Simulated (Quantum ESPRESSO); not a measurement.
Consider GdAl (Pm-3m).

```
Gd Al
1.0
     3.62796    0.00000    0.00000
     0.00000    3.62796    0.00000
     0.00000    0.00000    3.62796
Gd Al
1 1
Cartesian
  0.0000 0.0000 0.0000
  1.8140 1.8140 1.8140
```

Absorber: atom 1, with 8 Al at 3.14 Å and 6 Gd at 3.63 Å (cube and octahedron, as in bcc, site symmetry m-3m). Method: Quantum ESPRESSO XSpectra, LDA, excited-electron core hole (neutral cell), 8-atom cell with 6.3 Å between holes, 5×5×5 k points, dipole transitions, Lorentzian half width 2 eV (not a setting of the program: the run's 0.4 eV curve was folded afterwards with a further Lorentzian), without spin-orbit coupling.

**Question.** Where do the maxima of the Gd L₃ edge fall?

Main maxima up to 30 eV above the zero (height): 1.8 eV (1.40) and 4.9 eV (1.47). At an L edge the dipole rule selects empty d (and weakly s) states on the absorber, and the strong line at the onset measures the empty part of its d band. 

The Gd L₃ spectrum (energy from the energy zero of the input (xe0, at the border of filled and empty states); intensity scaled to a mean of 1 over the first 20 eV; folded afterwards to Lorentzian half width 2 eV; the points at xe0, where the cut of filled states can leave a spike, are interpolated):

```csv
E (eV),intensity
-2.00,0.49
-1.25,0.66
-0.50,0.90
0.25,1.16
1.00,1.34
1.75,1.40
2.50,1.38
3.25,1.38
4.00,1.43
4.75,1.47
5.50,1.45
6.25,1.36
7.00,1.25
7.75,1.14
8.50,1.03
9.25,0.95
10.00,0.87
10.75,0.80
11.50,0.75
12.25,0.73
13.00,0.72
13.75,0.72
14.50,0.71
15.25,0.70
16.00,0.71
16.75,0.71
17.50,0.72
18.25,0.71
19.00,0.69
19.75,0.67
20.50,0.67
21.25,0.68
22.00,0.69
22.75,0.71
23.50,0.70
24.25,0.69
25.00,0.69
25.75,0.70
26.50,0.70
27.25,0.70
28.00,0.71
28.75,0.74
29.50,0.77
30.25,0.80
31.00,0.82
31.75,0.84
```

Only the L₃ part is meant: spin–orbit coupling of the core level isn't computed and the L₂ copy isn't added. The run has no spin polarisation, although Gd can carry a moment. Lanthanide 4f electrons are frozen in the core. The holes are only 6.3 Å apart, so the shape is probably not converged with cell size; no larger cell was run here. The structure is a computed Materials Project entry and may be a hypothetical form.

[Banner, clock and machine lines of the logs are left out without a mark of their own.]

[Logs are printed without paths, hosts, clocks, repeated set-up lines and the standing remarks that a program may print on its own settings, such as how far it seeks lower states.]

[Hosts, paths, dates, database ids (printed as entryN), source tags and the programs' standing remarks are cut or masked in the printed files.]

[Lists of maxima count a maximum above −3 eV only where it reaches 4 % of the highest in the window and stands out from its surroundings by 2 % of it (1.5 % where it reaches 55 %); shoulders and weaker maxima are passed over, and of the rest the first, up to two pre-edge ones and the few strongest are named.]
